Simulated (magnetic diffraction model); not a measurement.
# Moment size from magnetic intensity in Sr₃Co₂S₆

Space group Immm (no. 71), a = 4.5870 Å, b = 13.2830 Å, c = 24.1090 Å.

```
site  atom    x       y       z
  8l    Sr    0  0.8316  0.6808
  4j    Sr    0     1/2  0.6912
  4h    Sr  1/2  0.6817       0
  2b    Sr  1/2       0       0
  8l    Co    0  0.8387  0.9012
  4j    Co    0     1/2  0.9002
  8l     S    0  0.1669  0.8039
  8l     S    0  0.3421  0.9149
  8l     S    0  0.3485  0.5978
  4i     S    0       0  0.5843
  4j     S    0     1/2  0.8054
  4g     S    0  0.1430       0
```

The compound is invented for this exercise: a known structure type with other elements, its cell scaled to their sizes and not relaxed.

Only Co is taken to order (form factors of Co3+); orders and moment sizes are assumed, and not adapted to the symmetry. Radiation: neutrons of λ = 1.8 Å, 3° to 30°; isotropic B of 0.57 Å² (Sr), 0.62 Å² (Co) and 0.78 Å² (S). The intensities are simulated: I ∝ L Σ (|F_N|² + |F_M⊥|²) for unpolarised neutrons, with F_M = 2.695 fm/μB × Σ f(s) S exp(2πi Q·r) exp(−B s²) at Q = H ± k (one set where k and −k are equivalent), only the part normal to Q counting and L = 1/(sin²θ cos θ). For collinear order S is the moment m, which repeats by lattice and centring translations R with the sign exp(−2πi k·R). Form factors are spin-only for 3d ions and dipole or tabulated for f ions, scattering lengths are Sears's of 1992, and absorption is left out. A label names one of the reflections at its angle. The strongest nuclear line in the range is 100, and lines under 0.2 are left out.

In a first state the assumed order is k = (1 0 0), collinear moments along [111], 3.23 μB on Co; signs + at (0, 0.8387, 0.9012), − at (0, 1/2, 0.9002), − at (0, 0.1613, 0.9012), + at (1/2, 0.3387, 0.5988), − at (1/2, 0.6613, 0.5988), − at (1/2, 0, 0.5998), with this pattern:

| 2θ (°) | index | nuclear | magnetic |
| --- | --- | --- | --- |
| 4.28 | (0 0 1) | 0.0 | 105.2 |
| 8.56 | (0 0 2) | 3.5 | 0.0 |
| 8.87 | (0 1 1) | 0.9 | 0.0 |
| 11.57 | (0 1 2) | 0.0 | 539.7 |
| 12.86 | (0 0 3) | 0.0 | 29.2 |
| 15.04 | (0 1 3) | 10.9 | 0.0 |
| 15.58 | (0 2 0) | 11.0 | 0.0 |
| 16.16 | (0 2 1) | 0.0 | 165.2 |
| 17.18 | (0 0 4) | 2.2 | 0.0 |
| 17.80 | (0 2 2) | 11.0 | 0.0 |
| 18.88 | (0 1 4) | 0.0 | 54.4 |
| 20.25 | (0 2 3) | 0.0 | 206.3 |
| 22.91 | (0 1 5) | 31.9 | 0.0 |
| 23.04 | (1 0 1) | 100.0 | 0.0 |
| 23.27 | (0 2 4) | 1.0 | 0.0 |
| 23.85 | (0 3 1) | 28.0 | 0.0 |
(The table stops after 16 lines; 15 more lie at higher angle.)

**Question.** Nearer the ordering temperature the line at 11.57° has total intensity 264.2 on the same scale, and all moments have shrunk alike. How large is the Co moment?

The nuclear part, 0.0, stays, so the magnetic part is 264.2 against 539.7. It goes as m², so m = 3.23 × √(264.2/539.7) = 2.26 μB; the value used was 2.26 μB.

[Logs are printed without paths, hosts, clocks, repeated set-up lines and the standing remarks that a program may print on its own settings, such as how far it seeks lower states.]
